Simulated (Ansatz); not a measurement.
# Bi2S2O (P4/nmm): band gap by G0W0 on r2SCAN, part 2 of 2

Aim: the quasiparticle gap of Bi2S2O (P4/nmm), starting from r2SCAN.

Ansatz 0.2.0; r2SCAN, then G0W0 on it, plane waves, PAW. Known limits of the many-body steps: finite bands, screening cutoff and k mesh; no spin-orbit coupling in G0W0.

So far. Step 2 (Bands along the symmetry lines): Over mesh and path the gap is 1.191 eV, direct, at k = (0.000, 0.500, 0.000).

In doubt: masses and optical values from hybrid runs of this build are listed as unsure (in some of the runs), which bears on the screening that GW takes from such a start.

### Step 3. G0W0 on the 4×4×2 mesh

G0W0 replaces the xc potential by a self-energy built once from the orbitals of the start. Levels are corrected in the window of bands that the input names, at points of the mesh.

This step: G0W0 on r2SCAN, plane waves, PAW.

input.yaml reads:

```yaml
crystal:
  lattice:
    - [3.95410139, 0.0, 0.0]
    - [0.0, 3.95410139, 0.0]
    - [0.0, 0.0, 14.05057958]
  atoms:
    - { symbol: Bi, position: [0.0, 0.5, 0.86649583] }
    - { symbol: Bi, position: [0.5, 0.0, 0.13350417] }
    - { symbol: Bi, position: [0.5, 0.0, 0.58909314] }
    - { symbol: Bi, position: [0.0, 0.5, 0.41090686] }
    - { symbol: S, position: [0.5, 0.0, 0.89431341] }
    - { symbol: S, position: [0.0, 0.5, 0.10568659] }
    - { symbol: S, position: [0.0, 0.5, 0.68748752] }
    - { symbol: S, position: [0.5, 0.0, 0.31251248] }
    - { symbol: O, position: [0.0, 0.0, 0.5] }
    - { symbol: O, position: [0.5, 0.5, 0.5] }
kpoints:
  mp_grid: { grid: [4, 4, 2] }
hamiltonian:
  xc: r2scan
scf:
  occupations: { method: fixed }
gw:
  n_empty_bands: 1009
  ecut_chi: 160.0
  qp_bands: [v3, c3]
  qp_kpoints: band_edges
  screening: { model: contour_deformation }
```

Launch:

```console
$ ansatz run input.yaml --threads 3 --pin off --max-ram 92160MiB --backend cuda --events-out ev --progress --plain --runs-dir out --devices 1 --max-vram 13GiB
```

Numbers of over 12 decimals in the logs are rounded to 6 here.

The log of the run:

```text
GPUs: using 1 of 1 available (devices: 1).
[...]
GPU FFT provider: cuFFT
GPU libraries: cuBLAS 13.8.2, cuFFT 12.4.0, cuSOLVER 12.3.4
Crystal: 10 atoms, lattice volume = 219.680 Å³
Basis set: ecut = 500 eV, 5587 PW (Γ), exchange–correlation on 120×120×432 points (64 copies of the dense FFT grid, shifted against one another)
Bands: 58, of which v1, the nominal top of the filled ones, is band 48 counted from 1 (47 counted from 0)
Symmetry: 16 space group operations
[...]
k-points: 12 of 32
[...]
GPU buffer pool allocated for 97200 grid points (all kernels)
[...]
SCF iter   1: F=—  HF=-54406.726228 eV  |F-HF|=—  |Δ(HF+E_count)|=         —  Δρ=6.14e-3  dr2=1.02e-1  dr2_τ=1.32e-1  ethr=1.77e-3  ⟨swp⟩=4.9  Hψ=2337  notcnv=0  defer=84
[...]
SCF iter   8: F=-54406.819753 eV  HF=-54406.819753 eV  |F-HF|=1.71e-8  |Δ(HF+E_count)|=   2.84e-7  Δρ=3.89e-6  dr2=5.85e-8  dr2_τ=1.35e-9  ethr=1.04e-10  ⟨swp⟩=8.9  Hψ=2974  notcnv=0
SCF 1 converged in 8 iterations: F = -54406.819753 eV  dr2 = 5.85e-8
[...]
NSCF: frozen V_eff on 12 k-points
the band table was solved once the SCF had ended and its energy, with any forces and stress, was formed, with the checks that follow a solve (2683 applications of the Hamiltonian). They found nothing against the state; the energy, forces and stress were not computed again (output.eigenvalues in the input reference)
[...]
G₀W₀ screening: q 1/12
[... further progress lines ...]
SCF converged after 8 iterations
Free energy (F): -54406.819753 eV
[...]
Internal energy: -54406.819753 eV  (E = F + TS)
E sigma→0 (E₀):  -54406.819753 eV
Fermi energy:    8.436894 eV
[...]
--- Band table (eV; the first three rows and the last of 12) ---
  k-point 0: bands = [... 44 lower, 7.2930, 7.3835, 7.5204, 7.5204, 10.1639, 10.9536, 12.5751, 12.7982, ... 6 higher]
  k-point 1: bands = [... 44 lower, 7.2023, 7.3690, 7.5380, 7.5380, 10.2555, 11.0656, 12.5560, 12.8924, ... 6 higher]
  k-point 2: bands = [... 44 lower, 7.3892, 7.5433, 7.6249, 7.7061, 11.2475, 11.4677, 11.4917, 11.7511, ... 6 higher]
  k-point 11: bands = [... 44 lower, 6.7608, 6.7608, 7.2286, 7.2286, 11.8112, 11.8112, 12.4882, 12.4882, ... 6 higher]
--- G₀W₀: contour deformation, 7 samples at zero and on the imaginary axis and 1 off it, 32 q-points, 1009 empty bands' worth ---
  eigenvalues of the whole cell's RPA ε∞ on this k-mesh (on a slab, of 1 + 4πα/V) = 8.0497, 21.8712, 21.8712; static W/v taken at q = 0 is 0.030797
  bands read: the sum over 1057 bands ends inside a degenerate multiplet in 6 slots, whose members it reads at an even weight; the widest, k=4: bands 1057 to 1058 (counted from 1) at 1/2 each
  gw.qp_kpoints: band_edges: 7 of 12 stored k-points solved, in 1 pass; an edge of the gap read off the rows below is read off those points alone
    valence top: of the k-points left out ik 3 came nearest to being solved in a further pass, in band 48 (counted from 1, as in the quasiparticle table): it holds the edge there only if its correction is more favourable than any solved in that band by at least 0.640 eV; those differ by 0.047 eV
    conduction bottom: of the k-points left out ik 3 came nearest to being solved in a further pass, in band 49 (counted from 1, as in the quasiparticle table): it holds the edge there only if its correction is more favourable than any solved in that band by at least 1.482 eV; those differ by 0.127 eV
    ik  band        ε_KS         Σx   Σc(E_QP)       V_xc       Z   E_QP_lin       E_QP  E_QP is
     0    46      7.3835   -17.9569     1.7896   -15.8303  0.7355     7.0432     7.0465  root
     0    47      7.5204   -18.2312     2.5096   -15.4115  0.7170     7.2069     7.2103  root
     0    48      7.5204   -18.2312     2.5096   -15.4115  0.7170     7.2069     7.2103  root
     0    49     10.1639    -9.3815    -3.6950   -13.0559  0.7881    10.1433    10.1433  root
     0    50     10.9536    -9.5420    -3.8832   -13.3690  0.7831    10.8975    10.8974  root
     0    51     12.5751    -9.9802    -4.1954   -14.2685  0.7496    12.6682    12.6680  root
     1    46      7.3690   -17.8266     2.3812   -15.1019  0.7216     7.0216     7.0254  root
     1    47      7.5380   -18.2429     2.4933   -15.4432  0.7174     7.2285     7.2317  root
     1    48      7.5380   -18.2429     2.4933   -15.4432  0.7174     7.2285     7.2317  root
     1    49     10.2555    -9.5212    -3.7075   -13.2258  0.7856    10.2526    10.2526  root
     1    50     11.0656    -9.4286    -3.8892   -13.2849  0.7815    11.0328    11.0327  root
     1    51     12.5560   -10.0939    -4.2594   -14.3840  0.7507    12.5868    12.5868  root
     4    46      7.8796   -19.0404     1.9602   -16.8070  0.7338     7.6042     7.6064  root
     4    47      8.4369   -17.4920     0.8048   -16.3934  0.7495     8.1409     8.1430  root
     4    48      8.4369   -17.4920     0.8048   -16.3934  0.7495     8.1409     8.1430  root
     4    49      9.6264   -10.6375    -3.2423   -13.7732  0.7681     9.5201     9.5198  root
     4    50      9.6264   -10.6375    -3.2423   -13.7732  0.7681     9.5201     9.5198  root
     4    51     10.0736   -10.4934    -3.3698   -13.8676  0.7692    10.0781    10.0781  root
     5    46      7.8570   -19.0090     1.9554   -16.7754  0.7343     7.5766     7.5788  root
     5    47      8.4322   -17.5507     0.8074   -16.4487  0.7492     8.1355     8.1377  root
     5    48      8.4322   -17.5507     0.8074   -16.4487  0.7492     8.1355     8.1377  root
     5    49      9.6328   -10.6290    -3.2454   -13.7718  0.7678     9.5306     9.5303  root
     5    50      9.6328   -10.6290    -3.2454   -13.7718  0.7678     9.5306     9.5303  root
     5    51     10.0724   -10.4877    -3.3704   -13.8624  0.7693    10.0768    10.0768  root
     6    46      7.3854   -17.1846     1.5443   -15.3201  0.7357     7.0625     7.0652  root
     6    47      7.9184   -18.6703     1.9291   -16.4532  0.7319     7.6279     7.6304  root
     6    48      7.9770   -18.2115     1.6500   -16.2561  0.7368     7.6690     7.6715  root
     6    49     10.3663   -10.7379    -3.5136   -14.2148  0.7643    10.3298    10.3297  root
     6    50     10.6456   -11.2529    -3.5425   -14.7797  0.7562    10.6299    10.6299  root
     6    51     11.0736   -10.1326    -3.7348   -13.8674  0.7801    11.0736    11.0736  root
     7    46      7.4594   -18.1617     2.1028   -15.7403  0.7276     7.1377     7.1409  root
     7    47      7.8355   -18.3561     1.5639   -16.4970  0.7389     7.5378     7.5402  root
     7    48      8.0857   -18.4305     1.7971   -16.3390  0.7346     7.7890     7.7914  root
     7    49     10.3611   -10.8395    -3.4922   -14.3097  0.7655    10.3392    10.3392  root
     7    50     10.6062   -11.1026    -3.5586   -14.6342  0.7581    10.5792    10.5792  root
     7    51     11.0567   -10.0973    -3.7827   -13.8760  0.7774    11.0528    11.0528  root
    11    46      6.7608   -19.3490     3.1597   -15.9472  0.7010     6.5163     6.5187  root
    11    47      7.2286   -17.9858     2.2949   -15.3504  0.7244     6.8845     6.8882  root
    11    48      7.2286   -17.9858     2.2949   -15.3504  0.7244     6.8845     6.8882  root
    11    49     11.8112    -9.8828    -3.9035   -13.8063  0.7714    11.8312    11.8311  root
    11    50     11.8112    -9.8828    -3.9035   -13.8063  0.7714    11.8312    11.8311  root
    11    51     12.4882    -9.1608    -4.2161   -13.3734  0.7606    12.4847    12.4847  root
```

It took 76 s on 1 × NVIDIA H100 80GB HBM3 (shared by 6 runs) with 3 threads of AMD EPYC 7R13 (Zen 3), shared host; peak memory 4.6 GiB; 2 min of CPU time.

This step gave:

```yaml
bands_summed: 1057
rpa_eps_infinity_on_this_mesh_eigenvalues: 8.050, 21.87, 21.87
plane_waves_in_the_screening_matrix: 989
q_points_in_the_mesh: 32
g0w0_gap_over_the_corrected_points: 1.377 eV
k_of_the_valence_top: 0, -0.5, 0
k_of_the_conduction_bottom: 0, -0.5, 0
starting_gap_on_the_mesh: 1.189 eV
z_at_the_valence_top: 0.7495
z_at_the_conduction_bottom: 0.7681
least_direct_g0w0_gap_over_the_corrected_points: 1.377 eV
```

Over 7 of 12 irreducible mesh points the G0W0 gap is 1.377 eV, direct, at k = (0.000, -0.500, 0.000). The r2SCAN gap of this run on the mesh is 1.189 eV. The two states that bound the G0W0 gap lie that far apart at the start, so the correction of the gap is 1.377 − 1.189 = +0.188 eV. The start of this run differs from the step before in mesh (6×6×2 and 4×4×2).

Labels follow the order of the start: v1 is the top filled band, c1 the lowest empty one; levels that stay degenerate share a row, the window can cut a multiplet, doubted levels are not marked in this list, bands outside the window were not corrected, and the list may be a part of the corrected levels. The levels before and after the correction (eV, zero at the valence-band top of each column):

|  | conduction bottom | valence top |
| --- | --- | --- |
| Kohn-Sham | 1.19 | 0.00 |
| G0W0 | 1.38 | 0.00 |

|  | level | occupation | energy (eV) |
| --- | --- | --- | --- |
| Kohn-Sham | (0 -0.5 0) v3 | 2 | -0.557 |
| Kohn-Sham | (0 -0.5 0) v2-v1 | 2 | 0.000 |
| Kohn-Sham | (0 -0.5 0) c1-c2 | 0 | 1.189 |
| Kohn-Sham | (0 -0.5 0) c3 | 0 | 1.637 |
| G0W0 | (0 -0.5 0) v3 | 2 | -0.537 |
| G0W0 | (0 -0.5 0) v2-v1 | 2 | 0.000 |
| G0W0 | (0 -0.5 0) c1-c2 | 0 | 1.377 |
| G0W0 | (0 -0.5 0) c3 | 0 | 1.935 |

The parts of the quasiparticle energy for the two states that bound the G0W0 gap, in eV on the run's own scale (QP = start + Σx + Σc − Vxc, with Σc at the quasiparticle energy):

| edge | k | band | start | Σx | Σc | Vxc | Z | QP |
| --- | --- | --- | --- | --- | --- | --- | --- | --- |
| valence top | (0.000, -0.500, 0.000) | 47 | 8.437 | −17.492 | 0.805 | −16.393 | 0.750 | 8.143 |
| conduction bottom | (0.000, -0.500, 0.000) | 49 | 9.626 | −10.637 | −3.242 | −13.773 | 0.768 | 9.520 |

### Step 4. Spin-orbit coupling

This run has two-component orbitals with spin-orbit coupling.

This step: DFT, r2SCAN with spin-orbit coupling, plane waves, PAW.

input.yaml, the sections that differ from step 3:

```yaml
kpoints:
  mp_grid: { grid: [6, 6, 2] }
  band_path:
    path:
      - [0.0, 0.0, 0.0]
      - [0.0, 0.5, 0.0]
      - [0.5, 0.5, 0.0]
      - [0.0, 0.0, 0.5]
      - [0.0, 0.5, 0.5]
      - [0.5, 0.5, 0.5]
    npoints: 1
scf:
  occupations: { method: fermi_dirac, width: 0.02 }
  n_extra_bands: 14
magnetization:
  noncollinear: true
  spin_orbit: true
output:
  eigenvalues: true
# crystal, hamiltonian: as in step 3
# gw: removed
```

The log of the run:

```text
[...]
GPUs: using 1 of 1 available (devices: 1).
[...]
non-collinear run that drives no moment, with spin-orbit: no starting moment large enough to seed its density (crystal.atoms[].spin), no starting occupations that ask for one, no magnetisation constraint and no magnetic field, so the semilocal B_xc is pinned to zero
[...]
GPU FFT provider: cuFFT
GPU libraries: cuBLAS 13.8.2, cuFFT 12.4.0, cuSOLVER 12.3.4
Crystal: 10 atoms, lattice volume = 219.680 Å³
Basis set: ecut = 500 eV, 5587 PW (Γ), exchange–correlation on 120×120×432 points (64 copies of the dense FFT grid, shifted against one another)
Bands: 110, of which v1, the nominal top of the filled ones, is band 96 counted from 1 (95 counted from 0)
Symmetry: 16 space group operations + 16 with time reversal
[...]
k-points: 20 of 72
Projection manifold: j_resolved (fully-relativistic pseudo-atomic orbitals)
[...]
GPU buffer pool allocated for 97200 grid points (all kernels)
[...]
SCF iter   1: F=—  HF=-54270.445021 eV  |F-HF|=—  |Δ(HF+E_count)|=         —  Δρ=4.39e-2  dr2=8.27e0  dr2_τ=2.93e-2  dr2_m=0.00e0 (ungated)  ethr=3.10e-3  |M|=0.00e0 ∫|m|=0.00e0 μB  |m|>n=0.0e0 m-floor=0.0e0 τ_xc=0.0e0  β_m=0.30  ⟨swp⟩=6.8  Hψ=4953  notcnv=0  defer=8
[...]
spin=Noncollinear: Resta preconditioning applied to the charge; magnetization (m_x, m_y, m_z) channels mix plain (no charge-response kernel on spin).
SCF iter   2: F=—  HF=-54269.525878 eV  |F-HF|=—  |Δ(HF+E_count)|=   9.19e-1  Δρ=2.54e-2  dr2=2.15e0  dr2_τ=1.63e-2  dr2_m=0.00e0 (ungated)  ethr=3.10e-3  |M|=0.00e0 ∫|m|=0.00e0 μB  |m|>n=0.0e0 m-floor=0.0e0 τ_xc=0.0e0  β_m=0.42  ⟨swp⟩=2.7  Hψ=1654  notcnv=0  defer=164
[...]
SCF iter  10: F=-54269.493038 eV  HF=-54269.493038 eV  |F-HF|=9.17e-10  |Δ(HF+E_count)|=   1.02e-7  Δρ=1.78e-6  dr2=8.74e-9  dr2_τ=9.66e-11  dr2_m=0.00e0 (ungated)  ethr=1.04e-10  |M|=0.00e0 ∫|m|=0.00e0 μB  |m|>n=0.0e0 m-floor=0.0e0 τ_xc=0.0e0  ⟨swp⟩=12.0  Hψ=4457  notcnv=0
SCF 1 converged in 10 iterations: F = -54269.493038 eV  dr2 = 8.74e-9
[...]
SCF converged after 10 iterations
Magnetization: |M| = 0.0000 μB,  M = (+0.0000, +0.0000, +0.0000) μB
Absolute magnetization: 0.0000 μB (∫|m|)
  site 0: m = (+0.0000, +0.0000, +0.0000) μB, |m| = 0.0000 μB  (R = 1.04 Å)
  site 1: m = (+0.0000, +0.0000, +0.0000) μB, |m| = 0.0000 μB  (R = 1.04 Å)
  site 2: m = (+0.0000, +0.0000, +0.0000) μB, |m| = 0.0000 μB  (R = 0.97 Å)
  site 3: m = (+0.0000, +0.0000, +0.0000) μB, |m| = 0.0000 μB  (R = 0.97 Å)
  site 4: m = (+0.0000, +0.0000, +0.0000) μB, |m| = 0.0000 μB  (R = 1.16 Å)
  site 5: m = (+0.0000, +0.0000, +0.0000) μB, |m| = 0.0000 μB  (R = 1.16 Å)
  site 6: m = (+0.0000, +0.0000, +0.0000) μB, |m| = 0.0000 μB  (R = 1.04 Å)
  site 7: m = (+0.0000, +0.0000, +0.0000) μB, |m| = 0.0000 μB  (R = 1.04 Å)
  site 8: m = (+0.0000, +0.0000, +0.0000) μB, |m| = 0.0000 μB  (R = 0.97 Å)
  site 9: m = (+0.0000, +0.0000, +0.0000) μB, |m| = 0.0000 μB  (R = 0.97 Å)
Free energy (F): -54269.493038 eV
[...]
Internal energy: -54269.493038 eV  (E = F + TS)
E sigma→0 (E₀):  -54269.493038 eV
Entropy (-TS):   -0.000000 eV (-0.000 meV/atom)
Fermi energy:    8.730506 eV
[...]
--- Band table (eV; the first three rows and the last of 20) ---
  k-point 0: bands = [... 92 lower, 7.3644, 7.3644, 7.4597, 7.4597, 9.7827, 9.7827, 10.3576, 10.3576, ... 10 higher]
  k-point 1: bands = [... 92 lower, 7.3964, 7.3964, 7.4779, 7.4779, 9.8534, 9.8534, 10.4199, 10.4199, ... 10 higher]
  k-point 2: bands = [... 92 lower, 7.4532, 7.4532, 7.5306, 7.5306, 10.5253, 10.5253, 10.7381, 10.7381, ... 10 higher]
  k-point 19: bands = [... 92 lower, 7.1900, 7.1900, 7.1900, 7.1900, 11.3354, 11.3354, 11.3354, 11.3354, ... 10 higher]
```

Wall time 13 s (1 × NVIDIA H100 80GB HBM3 (shared by 6 runs) with 3 threads); peak memory 1.4 GiB.

This step gave:

- gap: 0.6350 eV
- valence top at: R
- conduction bottom at: X
- least direct gap: 0.6356 eV

Over mesh and listed points the gap is 0.635 eV, from k = (0.000, 0.500, 0.500) to k = (0.000, 0.500, 0.000), and equal within 1 meV to the least direct gap at k = (0.000, 0.500, 0.000). r2SCAN+SOC against r2SCAN: 0.635 − 1.191 = −0.556 eV. Mesh, set of files and cutoff are the same, but the valence top lies at another k point, so this need not be the shift of one pair of states. The spin-orbit run sees mesh and listed points alone, so its gap is an upper bound: the coupling can move an edge off these points, and the change over the zone, its sign included where it is small, is not known.

### Step 5. The runs together

Each gap is the least one over the points named; times are wall times on shared hosts, not benchmarks. A G0W0 time includes the run's own self-consistent start. Runs with listed points see these and the mesh alone, so an edge that moves elsewhere is missed. Rows marked * are further runs, not shown as steps, whose inputs differ from the G0W0 step on the same start in the columns given; solver thresholds can differ too. Symmetry makes (0.000, 0.500, 0.000) and (0.000, -0.500, 0.000) one point.

| level | mesh | files, cutoff | bands summed, screening | points | gap (eV) | valence top | conduction bottom | least direct gap (eV) | time |
| --- | --- | --- | --- | --- | --- | --- | --- | --- | --- |
| r2SCAN | 6×6×2 | soft_2 PAW, 500 eV | - | mesh and path | 1.191 | (0.000, 0.500, 0.000) | (0.000, 0.500, 0.000) | 1.191 | 14 s |
| r2SCAN+SOC | 6×6×2 | soft_2 PAW, 500 eV | - | mesh and listed points | 0.635 | (0.000, 0.500, 0.500) | (0.000, 0.500, 0.000) | 0.636 | 13 s |
| G0W0@r2SCAN* | 4×4×2 | soft_2 PAW, 500 eV | 213, 48 eV | 7 of 12 irreducible mesh points | 1.206 | (0.000, -0.500, 0.000) | (0.000, -0.500, 0.000) | 1.206 | 28 s |
| G0W0@r2SCAN* | 4×4×2 | soft_2 PAW, 500 eV | 517, 96 eV | 7 of 12 irreducible mesh points | 1.283 | (0.000, -0.500, 0.000) | (0.000, -0.500, 0.000) | 1.283 | 46 s |
| G0W0@r2SCAN | 4×4×2 | soft_2 PAW, 500 eV | 1057, 160 eV | 7 of 12 irreducible mesh points | 1.377 | (0.000, -0.500, 0.000) | (0.000, -0.500, 0.000) | 1.377 | 76 s |
| G0W0@r2SCAN* | 4×4×2 | soft_2 PAW, 500 eV | 1057, 160 eV, plasmon pole | 7 of 12 irreducible mesh points | 1.358 | (0.000, -0.500, 0.000) | (0.000, -0.500, 0.000) | 1.358 | 79 s |

### Step 6. Outcome

```
r2SCAN gap over mesh and path                        : 1.191 eV, direct, at k = (0.000, 0.500, 0.000)
G0W0@r2SCAN gap over 7 of 12 irreducible mesh points : 1.377 eV, direct, at k = (0.000, -0.500, 0.000)
r2SCAN+SOC gap over mesh and listed points           : 0.635 eV
GW settings                                          : 4×4×2 mesh, 1009 empty bands, screening to 160 eV
known limits                                         : finite bands, screening cutoff and k mesh; no spin-orbit coupling in G0W0
```

What this shows: Over 7 of 12 irreducible mesh points the G0W0 gap is 1.377 eV, direct, at k = (0.000, -0.500, 0.000). The r2SCAN gap of this run on the mesh is 1.189 eV. The two states that bound the G0W0 gap lie that far apart at the start, so the correction of the gap is 1.377 − 1.189 = +0.188 eV. The valence state moves by 8.143 − 8.437 = −0.294 eV and the conduction state by 9.520 − 9.626 = −0.106 eV, on the run's own scale; with 213 bands the edge states move by +0.397 and +0.414 eV, so the split between the edges depends on the bands and cutoff. Both edges that r2SCAN shows over mesh and path lie at k points where levels were corrected. Levels at other points were not corrected, so a lower G0W0 gap elsewhere in the zone is not ruled out. From 213 bands and 48 eV to 1057 bands and 160 eV the gap moves by 1.377 − 1.206 = +0.171 eV (rung by rung 1.206, 1.283, 1.377 eV); bands and screening cutoff rise together, so their parts are not told apart. A line in one over the bands through the two highest rungs gives 1.377 + (1.377 − 1.283) × 517 / (1057 − 517) = 1.467 eV, and through the pair below 1.283 + (1.283 − 1.206) × 213 / (517 − 213) = 1.337 eV. The two differ by 0.130 eV, not under the 0.030 eV asked, so the law does not hold well over these rungs and the limit is not known. With the plasmon pole model in place of the contour deformation model and all else as in the G0W0@r2SCAN row with 1057 bands, the gap differs by 1.358 − 1.377 = −0.019 eV. G0W0 on other starts in this series, not shown as steps and not all at these settings: 1.462 eV on HSE06 (4×4×2, soft_2 PAW, 1057 bands, 160 eV) and 1.244 eV on LDA (4×4×2, soft_2 PAW, 1057 bands, 160 eV). r2SCAN+SOC against r2SCAN: 0.635 − 1.191 = −0.556 eV. Mesh, set of files and cutoff are the same, but the valence top lies at another k point, so this need not be the shift of one pair of states. The spin-orbit run sees mesh and listed points alone, so its gap is an upper bound: the coupling can move an edge off these points, and the change over the zone, its sign included where it is small, is not known. What spin-orbit coupling does to the G0W0 levels was not computed, so no sum with the G0W0 gap is formed. The G0W0 runs are scalar-relativistic. No pair of G0W0 runs that differ in the mesh alone is shown (4×4×2 is a supercell whose nearest images lie 16 Å apart), so the error from the mesh is not known here. G0W0@r2SCAN runs of this series with other atomic data on the same mesh, not shown as steps, give 1.346 eV (hard PAW, 1050 eV, 1560 bands, screening to 208 eV); where bands and cutoffs differ too, the part of the files is not isolated.

[Paths, hosts, dates, memory and timing lines, banners, echoed tables and standing remarks are left out of the program output.]

[Logs are printed without paths, hosts, clocks, repeated set-up lines and the standing remarks that a program may print on its own settings, such as how far it seeks lower states.]

[Runs of the session that timed out or met a known fault of the program may be left out.]

[Cells called generated may have been cut or substituted from an entry of the Crystallography Open Database or the Materials Project.]

[Hosts, paths, dates, database ids (printed as entryN), source tags and the programs' standing remarks are cut or masked in the printed files.]

[Where an RPA ε∞ is given, it is that of the G0W0 mesh and is not shown converged in it. Names of k-points follow the symmetry that the program found, which can be lower than the space group named. Band edges on a path are those of the sampled points; other points can move an edge, and change direct to indirect where valleys lie close.]

[Hybrid gaps are those of their k-mesh and are not shown converged in it.]
